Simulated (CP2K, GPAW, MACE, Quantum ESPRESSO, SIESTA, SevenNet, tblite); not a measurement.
## Finding the fault: CP2K, random packing of 40Si3N4-60SiO2 (mol %) (69 atoms)

Program: CP2K 2026.2, a calculation on a cell of 27 Si, 24 N and 18 O, 13.2 Å³ an atom.

input.inp reads:

```
&GLOBAL
  PROJECT cell
  RUN_TYPE ENERGY_FORCE
  PRINT_LEVEL LOW
&END GLOBAL
&FORCE_EVAL
  METHOD QS
  STRESS_TENSOR ANALYTICAL
  &DFT
    BASIS_SET_FILE_NAME BASIS_MOLOPT
    POTENTIAL_FILE_NAME GTH_POTENTIALS
    &MGRID
      CUTOFF 600
      REL_CUTOFF 50
      NGRIDS 5
    &END MGRID
    &QS
      EPS_DEFAULT 1.0E-12
    &END QS
    &SCF
      SCF_GUESS ATOMIC
      EPS_SCF 1.0E-06
      MAX_SCF 3
      ADDED_MOS 14
      &DIAGONALIZATION
        ALGORITHM STANDARD
      &END DIAGONALIZATION
      &SMEAR ON
        METHOD FERMI_DIRAC
        ELECTRONIC_TEMPERATURE [K] 580
      &END SMEAR
      &MIXING
        METHOD BROYDEN_MIXING
        ALPHA 0.3
        NBROYDEN 8
      &END MIXING
      &PRINT
        &RESTART OFF
        &END RESTART
      &END PRINT
    &END SCF
    &XC
      &XC_FUNCTIONAL PBE
      &END XC_FUNCTIONAL
    &END XC
    &PRINT
      &MULLIKEN ON
      &END MULLIKEN
      &HIRSHFELD ON
        SHAPE_FUNCTION DENSITY
      &END HIRSHFELD
      &MO ON
        EIGENVALUES T
        OCCUPATION_NUMBERS T
        MO_INDEX_RANGE 157 180
        &EACH
          QS_SCF 0
        &END EACH
        ADD_LAST NUMERIC
      &END MO
    &END PRINT
  &END DFT
  &SUBSYS
    &CELL
      A 9.70030 0.00000 0.00000
      B 0.00000 9.70030 0.00000
      C 0.00000 0.00000 9.70030
    &END CELL
    &COORD
      Si 2.38375 1.73102 4.17239
      Si 7.06473 8.20248 3.97111
      Si 2.26162 5.56390 1.18703
      Si 9.28707 7.39861 1.78670
      Si 1.60841 8.65674 4.31421
      Si 6.43925 0.77117 5.47155
      Si 0.61810 2.78758 5.67720
      Si 4.51927 7.28328 4.23166
      Si 4.56108 0.46804 2.48473
      Si 4.42033 3.99749 3.13291
[... 55 atom lines left out ...]
      O 0.60704 7.10605 7.70592
      O 6.73269 7.50619 1.15948
      O 8.28221 0.46930 3.17724
      O 2.72860 1.27452 8.94406
    &END COORD
    &KIND Si
      BASIS_SET DZVP-MOLOPT-SR-GTH-q4
      POTENTIAL GTH-PBE-q4
    &END KIND
    &KIND N
      BASIS_SET DZVP-MOLOPT-SR-GTH-q5
      POTENTIAL GTH-PBE-q5
    &END KIND
    &KIND O
      BASIS_SET DZVP-MOLOPT-SR-GTH-q6
      POTENTIAL GTH-PBE-q6
    &END KIND
  &END SUBSYS
  &PRINT
    &FORCES ON
    &END FORCES
    &STRESS_TENSOR ON
    &END STRESS_TENSOR
  &END PRINT
&END FORCE_EVAL
```

The run is started by

```bash
> OMP_NUM_THREADS=1 mpirun -np 4 cp2k.psmp -i input.inp > output.txt
```

Numbers of over 12 decimals in the logs are rounded to 6 here.

The log of the run:

```text
CP2K| version string:                                       CP2K version 2026.2
 CP2K| Input file name                                                 input.inp
 GLOBAL| Basis set file name                                        BASIS_MOLOPT
 GLOBAL| Potential file name                                      GTH_POTENTIALS
 GLOBAL| Run type                                                   ENERGY_FORCE
 GLOBAL| Total number of message passing processes                             4
 GLOBAL| Number of threads for this process                                    1
 TOTAL NUMBERS AND MAXIMUM NUMBERS
  Total number of            - Atomic kinds:                                   3
                             - Atoms:                                         69
                             - Shell sets:                                    69
                             - Shells:                                       345
                             - Primitive Cartesian functions:                318
                             - Cartesian basis functions:                    966
                             - Spherical basis functions:                    897
  Maximum angular momentum of- Orbital basis functions:                        2
                             - Local part of the GTH pseudopotential:          2
                             - Non-local part of the GTH pseudopotential:      2
 SCF PARAMETERS         Density guess:                                    ATOMIC
                        max_scf:                                               3
                        eps_scf:                                        1.00E-06
                        added MOs                                        14    0
                        Mixing method:                            BROYDEN_MIXING
                                                charge density mixing in g-space
                        Smear method:                                FERMI_DIRAC
                        Electronic temperature [K]:                        580.0
                        Electronic temperature [a.u.]:                  1.84E-03
                        Accuracy threshold:                             1.00E-10
 Extrapolation method: initial_guess
 Number of electrons:                                                        336
 Number of occupied orbitals:                                                168
 Number of molecular orbitals:                                               182
 Number of orbital functions:                                                897
 Number of independent orbital functions:                                    897
 SCF WAVEFUNCTION OPTIMIZATION
  Step     Update method      Time    Convergence         Total energy    Change
     1 NoMix/Diag. 0.30E+00    1.6     1.45605647      -631.3513901612 -6.31E+02
 *** the last MO => Add more MOs for proper smearing.                   ***
     2 Broy./Diag. 0.30E+00    2.8     1.52192457      -589.4694433781  4.19E+01
 *** the last MO => Add more MOs for proper smearing.                   ***
     3 Broy./Diag. 0.30E+00    3.1     1.53015946      -646.9949346418 -5.75E+01
  Leaving inner SCF loop after reaching     3 steps.
  Electronic density on regular grids:       -336.0000000000        0.0000000000
  Core density on regular grids:              335.9999999997       -0.0000000003
  Total charge density on r-space grids:       -0.0000000003
  Total charge density g-space grids:          -0.0000000003
  Overlap energy of the core charge distribution:               1.83067e-08
  Self energy of the core charge distribution:              -1620.852375
  Core Hamiltonian energy:                                    423.152105
  Hartree energy:                                             702.471758
  Exchange-correlation energy:                               -151.757935
  Electronic entropic energy:                                  -0.010484
  Fermi energy:                                                 0.167056
  Total energy:                                              -646.994935
  Total energy (extrapolated to T->0):                       -646.989692
 *   ___                                                                       *
 *  /   \                                                                      *
 * [ABORT]                                                                     *
 *  \___/     SCF run NOT converged. To continue the calculation regardless,   *
 *    |             please set the keyword IGNORE_CONVERGENCE_FAILURE.         *
 *  O/|                                                                        *
 * /| |                                                                        *
```

It took 13 s on 4 MPI ranks of Intel Xeon Platinum 8375C at 2.90GHz (Ice Lake), shared host; peak memory 2.8 GiB; 37 s of CPU time.

Banners, paths, timers and routine set-up lines are dropped from the logs unmarked, and long logs keep their key lines alone; longer cuts are marked.

**Question.** What is wrong with this input?

Too few SCF iterations: iteration limit 3.

The run ended unconverged.

[Also dropped from logs without a mark: logging warnings of Python, and SIESTA's first energy breakdown and zero terms.]

[Logs are printed without paths, hosts, clocks, repeated set-up lines and the standing remarks that a program may print on its own settings, such as how far it seeks lower states.]

[Hosts, paths, dates, database ids (printed as entryN), source tags and the programs' standing remarks are cut or masked in the printed files.]
